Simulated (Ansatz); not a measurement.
# GaP (F-43m): the dielectric response against the k mesh, part 2 of 2

Aim: how dense a k mesh do ε∞ and the zone-centre modes of GaP (F-43m) need?

Ansatz 0.2.0; DFT LDA, scalar-relativistic, plane waves, PAW; PAW set soft_1.

So far, gap on the k-mesh (eV): step 2 (relaxation) 1.43. The relaxed cell has a = 5.391 Å (conventional setting).

### Step 4. Response on one mesh, 4×4×4

The force constants come from the linear response of the density to a displacement.

The response is solved on 4×4×4 k points.

input.yaml reads:

```yaml
crystal:
  lattice:
    - [0.0, 2.6957057137, 2.6957057137]
    - [2.6957057137, 0.0, 2.6957057137]
    - [2.6957057137, 2.6957057137, 0.0]
  atoms:
    - { symbol: P, position: [0.75, 0.75, 0.75] }
    - { symbol: Ga, position: [0.0, 0.0, 0.0] }
kpoints:
  mp_grid: { grid: [4, 4, 4] }
hamiltonian:
  xc: lda
  pseudopotentials: { kind: paw, azcp: { folder: soft_1 }, xc_functional: pbe }
scf:
  occupations: { method: fixed }
output:
  eigenvalues: true
phonons:
  method: dfpt
  dielectric: true
  rigid_motions: translations
  field_mesh: kpoints
```

Command:

```bash
$ ansatz run input.yaml --threads 4 --pin off --max-ram 10240MiB --backend cpu --events-out ev --progress --plain --runs-dir out
```

The log of the run:

```text
[...]
Crystal: 2 atoms, lattice volume = 39.178 Å³
Basis set: ecut = 420 eV, 749 PW (Γ), exchange–correlation on 54×54×54 points (8 copies of the dense FFT grid, shifted against one another)
Bands: 13, of which v1, the nominal top of the filled ones, is band 9 counted from 1 (8 counted from 0)
Symmetry: 24 space group operations
k-points: 18 of 64 (irreducible under 4 space group operations, time reversal used)
[...]
SCF iter   1: F=—  HF=-4433.839091 eV  |F-HF|=—  |Δ(HF+E_count)|=         —  Δρ=4.69e-2  dr2=7.46e-1  ethr=3.10e-3  ⟨swp⟩=5.0  Hψ=1272  notcnv=0  defer=30
[...]
SCF iter   8: F=-4433.614889 eV  HF=-4433.614889 eV  |F-HF|=1.09e-11  |Δ(HF+E_count)|=  5.73e-10  Δρ=2.86e-7  dr2=1.96e-11  ethr=1.00e-12  ⟨swp⟩=8.2  Hψ=1906  notcnv=0
SCF 1 converged in 8 iterations: F = -4433.614889 eV  dr2 = 1.96e-11
[...]
NSCF: frozen V_eff on 1 k-points
DFPT response loops at Γ: preconditioner auto → none (the input reference at scf.mixing.eps_inf says where Resta's filter doesn't serve); β = 0.50; Broyden in place of MSR1
WARN: field response: the 4×4×4 k-mesh looks too coarse for the field response at k = (0.0000, 0.0000, 0.0000), direct gap 1.865 eV: take ε∞, Z* and everything formed from them as unconverged in the mesh. The response there varies over an interband length of 1.79 Å as this mesh's differences read it, which a coarse mesh reads short; the mesh's real-space period, 15.2 Å, is under 14 times that, 25.0 Å: field_mesh: auto, beside no phonons.dynamical_quadrupoles, solves it inside a basis that this mesh spans and, under method: fd, where it gets none, on a denser mesh; else type a denser kpoints.mp_grid, and compare
SCF converged after 8 iterations
Free energy (F): -4433.614889 eV
[...]
Internal energy: -4433.614889 eV  (E = F + TS)
E sigma→0 (E₀):  -4433.614889 eV
Fermi energy:    7.294269 eV
[...]
--- Band table (eV; the first three rows and the last of 18) ---
  k-point 0: bands = [... 5 lower, -5.4862, 7.2943, 7.2943, 7.2943, 9.1594, 11.0382, 11.0382, 11.0382]
  k-point 1: bands = [... 5 lower, -4.6740, 3.2689, 6.5853, 6.5853, 9.3706, 11.9281, 11.9281, 13.6275]
  k-point 2: bands = [... 5 lower, -3.2880, 0.3654, 6.1083, 6.1083, 8.8701, 11.8777, 11.8777, 15.3628]
  k-point 17: bands = [... 5 lower, -2.2097, 0.4817, 3.4973, 3.6371, 11.8690, 12.1845, 13.2608, 13.3176]
--- Phonons (Γ-DFPT): 2 representative perturbations + reference, on 18 of 64 k-points (Σ response iterations 6) ---
  k mesh reduced under 4 symmetry operations, with k and −k counted as one. Each operation leaves every solved perturbation unchanged. A smaller set is not considered because the run solves the response to a homogeneous field
  ASR residual: 1.769e-4 → 0.000e0 eV/Å²; symmetrization residual: 3.168e-6 eV/Å²
  ASR residual per site (eV/Å²): 1.77e-4 1.37e-4
  Γ frequencies (cm⁻¹): 0.00 0.00 0.00 367.69 367.69 367.69
  ε∞ (high-frequency dielectric tensor):
        8.669828     0.000000     0.000000
       -0.000000     8.669828     0.000000
        0.000000     0.000000     8.669828
  ε⁰ (static dielectric tensor: ions relaxed, cell fixed):
       10.516463     0.000000    -0.000000
       -0.000000    10.516463    -0.000000
       -0.000000    -0.000000    10.516463
  ε⁰ − ε∞ (ionic part):
        1.846635    -0.000000    -0.000000
       -0.000000     1.846635    -0.000000
       -0.000000    -0.000000     1.846635
  softest optical mode at Γ: 367.69 cm⁻¹; the repairs (sum rule, projections) moved no ω² at Γ by more than (1.31 cm⁻¹)²
  Born effective charges Z* (e; rows j = field, columns β = displacement):
    site 0:
        -2.06470    0.00000    0.00000
        -0.00000   -2.06470   -0.00000
         0.00000    0.00000   -2.06470
    site 1:
         2.06470   -0.00000   -0.00000
         0.00000    2.06470    0.00000
        -0.00000   -0.00000    2.06470
  Z* charge neutrality: 5.057e-6 e pre-enforcement
  k-mesh period / interband length: 15.2 Å / 1.79 Å = 8.54 at k = (0.0000, 0.0000, 0.0000), direct gap 1.865 eV — UNDER 14: by this measure the k-mesh is too coarse for the response
  optical modes at Γ without the LO–TO term, one row a degenerate level:
      ω (cm⁻¹)  modes    IR ((D/Å)²/amu)
        367.69      3            13.7576
  optical modes at Γ + LO–TO along q̂ = [1.0000, 0.0000, 0.0000]:
      ω (cm⁻¹)  modes    IR ((D/Å)²/amu)
        367.69      2             9.1717
        404.95      1             4.5859
  optical modes at Γ + LO–TO along q̂ = [0.0000, 1.0000, 0.0000]:
      ω (cm⁻¹)  modes    IR ((D/Å)²/amu)
        367.69      2             9.1717
        404.95      1             4.5859
  optical modes at Γ + LO–TO along q̂ = [0.0000, 0.0000, 1.0000]:
      ω (cm⁻¹)  modes    IR ((D/Å)²/amu)
        367.69      2             9.1717
        404.95      1             4.5859
```

Run time: 1.6 s. Hardware: 4 threads of AMD EPYC 7B13 (Zen 3), shared host; peak memory 0.41 GiB.

A gap read on the k-mesh alone can miss the band edges.

Numbers from this step:

* gap on the k-mesh: 1.391 eV
* sum-rule residual before enforcement: 1.77e-4 eV/Å²
* miss of the charge sum rule: 5.06e-6 e
* point group: -43m
* highest optical mode at the zone centre (no LO-TO term): 367.7 cm⁻¹
* lowest optical zone-centre mode: 367.7 cm⁻¹
* mean high-frequency dielectric constant: 8.670
* largest Born charge (third of the trace): -2.065 e
* mean static dielectric constant: 10.52
* top of the zone-centre spectrum with the field: 404.9 cm⁻¹

The optical mode without the LO-TO term lies at 367.7 cm⁻¹.

### Step 5. Response on one mesh, 20×20×20

The response is solved on 20×20×20 k points.

input.yaml, as its differences from that of step 4:

```diff
@@ -9,3 +9,3 @@
 kpoints:
-  mp_grid: { grid: [4, 4, 4] }
+  mp_grid: { grid: [20, 20, 20] }
 hamiltonian:
```

The log of the run:

```text
[...]
Crystal: 2 atoms, lattice volume = 39.178 Å³
Basis set: ecut = 420 eV, 749 PW (Γ), exchange–correlation on 54×54×54 points (8 copies of the dense FFT grid, shifted against one another)
Bands: 13, of which v1, the nominal top of the filled ones, is band 9 counted from 1 (8 counted from 0)
Symmetry: 24 space group operations
k-points: 1166 of 8000 (irreducible under 4 space group operations, time reversal used)
[...]
optical modes at Γ + LO–TO along q̂ = [1.0000, 0.0000, 0.0000]:
      ω (cm⁻¹)  modes    IR ((D/Å)²/amu)
[...]
optical modes at Γ + LO–TO along q̂ = [0.0000, 1.0000, 0.0000]:
      ω (cm⁻¹)  modes    IR ((D/Å)²/amu)
        364.96      2             9.0133
        395.31      1             4.5066
  optical modes at Γ + LO–TO along q̂ = [0.0000, 0.0000, 1.0000]:
      ω (cm⁻¹)  modes    IR ((D/Å)²/amu)
        364.96      2             9.0133
        395.31      1             4.5066
[key lines of the parts left out:]
SCF converged after 8 iterations
Free energy (F): -4433.772876 eV
Fermi energy:    7.244713 eV
```

Wall time 62 s (4 threads); peak memory 2.3 GiB.

This step gave:

| Quantity | Value |
| --- | --- |
| sum-rule residual before enforcement | 9.65e-5 eV/Å² |
| miss of the charge sum rule | 1.35e-6 e |
| highest optical mode at the zone centre (no LO-TO term) | 365.0 cm⁻¹ |
| lowest optical zone-centre mode | 365.0 cm⁻¹ |
| mean high-frequency dielectric constant | 10.63 |
| largest Born charge (third of the trace) | -2.047 e |
| mean static dielectric constant | 12.48 |
| top of the zone-centre spectrum with the field | 395.3 cm⁻¹ |

The optical mode without the LO-TO term lies at 365.0 cm⁻¹.

Between step 4 and this run (k-mesh 20×20×20 and k divisions 20) the value for the mean high-frequency dielectric constant moves from 8.67 to 10.6 (+23 %).

### Step 6. The series together

The members are set side by side, also those not shown above.

One cell throughout; the field response is solved on the k mesh of the run itself. The response against the k mesh:

```csv
k divisions along a1,ε∞,ε0,largest Born charge (e),"top mode with the field, q along x, y or z (cm⁻¹)",mode 4 T2 (cm⁻¹)
4,8.67,10.52,2.065,404.9,367.7
6,9.8,11.65,2.053,398.4,365.4
8,10.29,12.13,2.049,396.5,365.1
10,10.49,12.33,2.048,395.8,365
12,10.57,12.42,2.047,395.5,365
14,10.61,12.45,2.047,395.4,365
16,10.62,12.47,2.047,395.3,365
20,10.63,12.47,2.047,395.3,365
```

### Step 7. Outcome

| Quantity | Value |
| --- | --- |
| members | 8 |
| optical mode (no LO-TO term), 4 k divisions | 367.7 cm⁻¹ |
| optical mode (no LO-TO term), 20 k divisions | 365.0 cm⁻¹ |

**Reading.** ε∞ goes from 8.67 at 4 divisions to 10.63 at 20; from 12 divisions on it stays within 1 % of the last value. The highest mode without the field stays within 1 cm⁻¹ of its last value from 6 divisions on. The top mode with the field moves by -9.6 cm⁻¹ over the series. So the field response needs the denser mesh. These are harmonic frequencies at zero temperature: anharmonic shifts, linewidths and thermal expansion are left out. The PAW files were made for PBE and are used here under another functional, an approximation that was not tested in this session. Only the zone centre was solved, so an instability at another wavevector cannot show here.

[Long decimals in the printed logs are rounded to 6 places.]

[Logs are printed without paths, hosts, clocks, repeated set-up lines and the standing remarks that a program may print on its own settings, such as how far it seeks lower states.]

[Hosts, paths, dates, database ids (printed as entryN), source tags and the programs' standing remarks are cut or masked in the printed files.]
